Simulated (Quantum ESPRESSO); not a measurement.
**MnAu2: which magnetic order is lowest**

Wanted: the moments of MnAu2 and the energy of each order that was tried.

Calculated with Quantum ESPRESSO 7.5; PBEsol; plane waves with GBRV 1.5 PBEsol potentials, no spin-orbit coupling.

Report form: the programs' logs are mostly left out.

**1. The structure**

Symmetry: I4/mmm, No. 139, tetragonal system. Conventional cell: a = 3.388 Å, b = 3.388 Å, c = 8.755 Å, α = 90.00°, β = 90.00°, γ = 90.00°. Nearest to Mn lie 10 Au at 2.78 to 2.97 Å. Au has 5 Mn at 2.78 to 2.97 Å and 5 Au at 2.81 to 2.86 Å nearest. Farther neighbours are not listed.

The cell comes from Materials Project 2023-11-01, a database of computed structures, and need not be the stable phase.

**2. Start 1: ferro +**

The signs are those of the starting moments on the seeded atoms, the atoms that are given a moment.

Input file pw.in:

```
&CONTROL
  calculation = 'scf'
  prefix = 'pwscf'
  outdir = './tmp'
  pseudo_dir = './pseudo'
  disk_io = 'nowf'
/
&SYSTEM
  ibrav = 0
  celldm(1) = 8
  nat = 3
  ntyp = 2
  ecutwfc = 40
  ecutrho = 280
  nbnd = 28
  occupations = 'smearing'
  smearing = 'fd'
  degauss = 0.00734986
  nspin = 2
  starting_magnetization(1) = 0.2333
  starting_magnetization(2) = 0
/
&ELECTRONS
  conv_thr = 6d-09
  electron_maxstep = 150
  mixing_beta = 0.3
/
ATOMIC_SPECIES
Mn     54.9380 mn_pbesol_v1.5.uspp.F.UPF
Au    196.9666 au_pbesol_v1.uspp.F.UPF
CELL_PARAMETERS alat
  -0.4001773610746    0.4001773610746    1.0340716702279
   0.4001773610746   -0.4001773610746    1.0340716702279
   0.4001773610746    0.4001773610746   -1.0340716702279
ATOMIC_POSITIONS crystal
Mn      0.0000000000    0.0000000000    0.0000000000
Au      0.6603277800    0.6603277800    0.0000000000
Au      0.3396722200    0.3396722200    0.0000000000
K_POINTS automatic
10 10 10 0 0 0
```

The run is started by

```bash
$ OMP_NUM_THREADS=1 mpirun -n 4 pw.x -nk 4 -in pw.in > pw.out
```

It took 62 s on 4 MPI ranks of Arm Neoverse V2, shared host; peak memory 0.67 GiB.

Spin moment in the atom's sphere by atom:

```tsv
atom	spin moment in the atom's sphere (μB)
Mn1	3.89
Au2	0.05
Au3	0.05
```

This step gave:

* smearing term TS: 0.03137 eV
* magnetization: 4.03 μB
* absolute magnetization: 4.292 μB
* final state: ferromagnetic

Spin density in the ac plane of the conventional cell at fractional y = 0.000, with atoms of Mn and Au within 0.2 Å of it.

Ten even steps from '0' (0.0 e/Å³) to '9' (5.7 e/Å³), each cell a mean:
```
85200000000136
11000000000001
00000000000000
00000000000000
00000000000000
00000000000000
00000000000000
00000000000000
00000000000000
00000000000000
00000000000000
00000000000000
00000000000000
00000000000000
00000000000000
00000000000000
00000000000000
00000000000000
00000000000000
00000000000000
00000000000000
00000000000000
42100000000013
98300000000148
```
Columns run along a (3.4 Å), rows up along c (8.8 Å), edges of the conventional cell, whose origin can differ from the input's. Atoms in or near the plane, at fractional coordinates: Mn at (0.00, 0.00), Au at (0.00, 0.66), Au at (0.00, 0.34).

Valence density in the ac plane of the conventional cell at fractional y = 0.000, with atoms of Mn and Au within 0.2 Å of it. It is the smooth field of the valence electrons, not physical close to the nuclei.

Ten steps, logarithmic in the rise over the least value, from '0' (0 e/Å³) to '9' (16 e/Å³), each cell a mean:
```
99731000002489
66320000001246
21100000000012
00000000000000
11100000000111
43321000001234
65532100012456
76643100023566
76643100023566
55432100012455
33221000001233
21110000000111
22110000001122
44321000012344
66542100013456
76653100023566
66542100013466
55431000012345
22210000001122
11000000000001
11000000000001
43210000000123
88531000001368
99741000002589
```
Columns run along a (3.4 Å), rows up along c (8.8 Å), edges of the conventional cell, whose origin can differ from the input's. Atoms in or near the plane, at fractional coordinates: Mn at (0.00, 0.00), Au at (0.00, 0.66), Au at (0.00, 0.34).

**3. Start 2: antiferro q=(1/2,1/2,1/2) +−**

This order needs a doubled cell of 6 atoms. The wavevector q is in fractions of the reciprocal vectors of the crystal's primitive cell, as the cells of these inputs are built from it; moments change sign between cells as cos(2π q·R).

Input file pw.in:

```
&CONTROL
  calculation = 'scf'
  prefix = 'pwscf'
  outdir = './tmp'
  pseudo_dir = './pseudo'
  disk_io = 'nowf'
/
&SYSTEM
  ibrav = 0
  celldm(1) = 8
  nat = 6
  ntyp = 3
  ecutwfc = 40
  ecutrho = 280
  nbnd = 48
  occupations = 'smearing'
  smearing = 'fd'
  degauss = 0.00734986
  nspin = 2
  starting_magnetization(1) = 0.2333
  starting_magnetization(2) = -0.2333
  starting_magnetization(3) = 0
/
&ELECTRONS
  conv_thr = 1.2d-08
  electron_maxstep = 150
  mixing_beta = 0.3
/
ATOMIC_SPECIES
Mn1    54.9380 mn_pbesol_v1.5.uspp.F.UPF
Mn2    54.9380 mn_pbesol_v1.5.uspp.F.UPF
Au    196.9666 au_pbesol_v1.uspp.F.UPF
CELL_PARAMETERS alat
  -0.8003547221493    0.8003547221493    2.0681433404558
   0.0000000000000    0.0000000000000    2.0681433404558
   0.0000000000000    0.8003547221493    0.0000000000000
ATOMIC_POSITIONS crystal
Mn1     0.0000000000    0.0000000000    0.0000000000
Mn2     0.5000000000    0.0000000000    0.0000000000
Au      0.0000000000    0.6603277800    0.0000000000
Au      0.5000000000    0.6603277800    0.0000000000
Au      0.0000000000    0.3396722200    0.0000000000
Au      0.5000000000    0.3396722200    0.0000000000
K_POINTS automatic
5 10 10 0 0 0
```

Run time: 3.2 min. Hardware: 4 MPI ranks; peak memory 0.94 GiB; 13 min of CPU time.

Spin moment in the atom's sphere by atom:

```tsv
atom	spin moment in the atom's sphere (μB)
Mn1	3.96
Mn2	-3.96
Au3	-0.05
Au4	0.05
Au5	-0.05
Au6	0.05
```

This step gave:

| Quantity | Value |
| --- | --- |
| smearing term TS | 0.08888 eV |
| magnetization | 0 μB |
| absolute magnetization | 8.728 μB |
| final state | antiferromagnetic |

Spin density in the ab plane at fractional z = 0.000, with atoms of Mn and Au within 0.2 Å of it.

Ten even steps from '0' (-5.6 e/Å³) to '9' (5.6 e/Å³), each cell a mean:
```
9965555555444300344444445556
6875555555544431244444444555
5566555455554444334445444455
5555555545555444444444544445
5555555544555544444444554444
4555555554555554444444454444
4445555554455555544444455444
4444555554445555554444455544
4444445444444555555545555554
4444444444444455555555555555
5444444544444445555554555555
5544444555554444555554444455
5555444455555444445555444445
5555555555555544444444444444
4555555555555554444444444444
4445554444555555544455554444
4445544444455555544555555444
4444554444444555554455555554
4444454444444455555455555555
5444455444444445555445555555
5544445444434444555545555655
5554444444432344455555555676
6555444444441034445555555589
9655544454443003444555455569
```
Columns run along a (10.0 Å), rows up along b (8.8 Å). Atoms in or near the plane, at fractional coordinates: Mn at (0.00, 0.00), Mn at (0.50, 0.00), Au at (0.00, 0.66), Au at (0.50, 0.66), Au at (0.00, 0.34), Au at (0.50, 0.34).

Valence density in the ab plane at fractional z = 0.000, with atoms of Mn and Au within 0.2 Å of it. It is the smooth field of the valence electrons, not physical close to the nuclei.

Ten steps, logarithmic in the rise over the least value, from '0' (0 e/Å³) to '9' (17 e/Å³), each cell a mean:
```
9973000110003899730001100038
7996200121100379962001211003
2687410123210026874101232100
0245420124442002454201244420
1012321024554310123210245543
3100111013566531001110135665
5310000001356653100000013566
6531000000146765310000001467
7653100110024676531001100246
6665210122112466652101221124
4565421133321245654211333212
1355431124543113554311245431
2124432113555421244321135554
4212232102466542122321024665
6421111101356664211111013566
7642001100135676420011001356
6654100000013566541000000135
5665310010001356653100100013
3555421012100135554210121001
0245431013431002454310134310
0023332113575200233321135752
3001222101589730012221015897
8300011100269983000111002699
9830000000037998300000000379
```
Columns run along a (10.0 Å), rows up along b (8.8 Å). Atoms in or near the plane, at fractional coordinates: Mn at (0.00, 0.00), Mn at (0.50, 0.00), Au at (0.00, 0.66), Au at (0.50, 0.66), Au at (0.00, 0.34), Au at (0.50, 0.34).

**4. Start 3: antiferro q=(0,1/2,0) +−**

The cell is doubled to 6 atoms to hold this order.

Input file pw.in:

```
&CONTROL
  calculation = 'scf'
  prefix = 'pwscf'
  outdir = './tmp'
  pseudo_dir = './pseudo'
  disk_io = 'nowf'
/
&SYSTEM
  ibrav = 0
  celldm(1) = 8
  nat = 6
  ntyp = 3
  ecutwfc = 40
  ecutrho = 280
  nbnd = 48
  occupations = 'smearing'
  smearing = 'fd'
  degauss = 0.00734986
  nspin = 2
  starting_magnetization(1) = 0.2333
  starting_magnetization(2) = -0.2333
  starting_magnetization(3) = 0
/
&ELECTRONS
  conv_thr = 1.2d-08
  electron_maxstep = 150
  mixing_beta = 0.3
/
ATOMIC_SPECIES
Mn1    54.9380 mn_pbesol_v1.5.uspp.F.UPF
Mn2    54.9380 mn_pbesol_v1.5.uspp.F.UPF
Au    196.9666 au_pbesol_v1.uspp.F.UPF
CELL_PARAMETERS alat
  -0.4001773610746    0.4001773610746    1.0340716702279
   0.8003547221493   -0.8003547221493    2.0681433404558
   0.4001773610746    0.4001773610746   -1.0340716702279
ATOMIC_POSITIONS crystal
Mn1     0.0000000000    0.0000000000    0.0000000000
Mn2     0.0000000000    0.5000000000    0.0000000000
Au      0.6603277800    0.3301638900    0.0000000000
Au      0.6603277800    0.8301638900    0.0000000000
Au      0.3396722200    0.1698361100    0.0000000000
Au      0.3396722200    0.6698361100    0.0000000000
K_POINTS automatic
10 5 10 0 0 0
```

Elapsed: 5.7 min, on 4 MPI ranks; peak memory 1.3 GiB; 23 min of CPU time.

Spin moment in the atom's sphere by atom:

```tsv
atom	spin moment in the atom's sphere (μB)
Mn1	3.93
Mn2	-3.93
Au3	-0.02
Au4	0.02
Au5	0.02
Au6	-0.02
```

Numbers from this step:

| Quantity | Value |
| --- | --- |
| smearing term TS | 0.1086 eV |
| magnetization | 0 μB |
| absolute magnetization | 8.534 μB |
| final state | antiferromagnetic |

**5. Run 4 (no spin polarisation)**

Input file pw.in:

```
&CONTROL
  calculation = 'scf'
  prefix = 'pwscf'
  outdir = './tmp'
  pseudo_dir = './pseudo'
  disk_io = 'nowf'
/
&SYSTEM
  ibrav = 0
  celldm(1) = 8
  nat = 3
  ntyp = 2
  ecutwfc = 40
  ecutrho = 280
  nbnd = 26
  occupations = 'smearing'
  smearing = 'fd'
  degauss = 0.00734986
/
&ELECTRONS
  conv_thr = 6d-09
  electron_maxstep = 150
  mixing_beta = 0.3
/
ATOMIC_SPECIES
Mn     54.9380 mn_pbesol_v1.5.uspp.F.UPF
Au    196.9666 au_pbesol_v1.uspp.F.UPF
CELL_PARAMETERS alat
  -0.4001773610746    0.4001773610746    1.0340716702279
   0.4001773610746   -0.4001773610746    1.0340716702279
   0.4001773610746    0.4001773610746   -1.0340716702279
ATOMIC_POSITIONS crystal
Mn      0.0000000000    0.0000000000    0.0000000000
Au      0.6603277800    0.6603277800    0.0000000000
Au      0.3396722200    0.3396722200    0.0000000000
K_POINTS automatic
10 10 10 0 0 0
```

The job ended after 31 s (4 MPI ranks; peak memory 0.4 GiB).

Read from the output:

* smearing term TS: 0.2716 eV
* final state: non-magnetic (no spin polarisation)

**6. The states side by side**

An order is kept where moments of 0.15 μB or more survive with the typed signs; meshes match where a doubled cell samples the same k points as the first cell.

Orders:

```tsv
start	final state	typed order kept	energy over the lowest (meV a seeded atom)	largest site moment (μB)	net moment (μB a cell of the first run)	mesh matched	CPU time (s)
ferro +	ferromagnetic	yes	0	3.889	4.03	yes	247.6
antiferro q=(1/2,1/2,1/2) +-	antiferromagnetic	yes	80.96	3.964	0	yes	772.5
antiferro q=(0,1/2,0) +-	antiferromagnetic	yes	127.1	3.933	0	yes	1355
no spin polarisation	non-magnetic	-	1895	0	0	yes	124.5
```

**7. Summary of results**

```
lowest state found      : ferromagnetic (from ferro +)
largest site moment     : 3.89 μB
next state with moments : antiferromagnetic, 81.0 meV a seeded atom higher
state without moments   : 1895 meV a seeded atom higher
```

**Reading.** Forming the moments gains more than four times the spread of the orders, as local moments do. Only these 4 starts were compared; other wavevectors, canted and longer-period orders were not. Energies are free energies at an electronic temperature of 1160 K, which lowers moments and differences where the moments are itinerant.

[Logs and program files are shortened in this print: banners, set-up blocks, solver, clock and traceback lines can be left out without a mark of their own.]

[Logs are printed without paths, hosts, clocks, repeated set-up lines and the standing remarks that a program may print on its own settings, such as how far it seeks lower states.]

[Hosts, paths, dates, database ids (printed as entryN), source tags and the programs' standing remarks are cut or masked in the printed files.]

[Where a cell is said to come from a database of computed structures, the database is the Materials Project.]
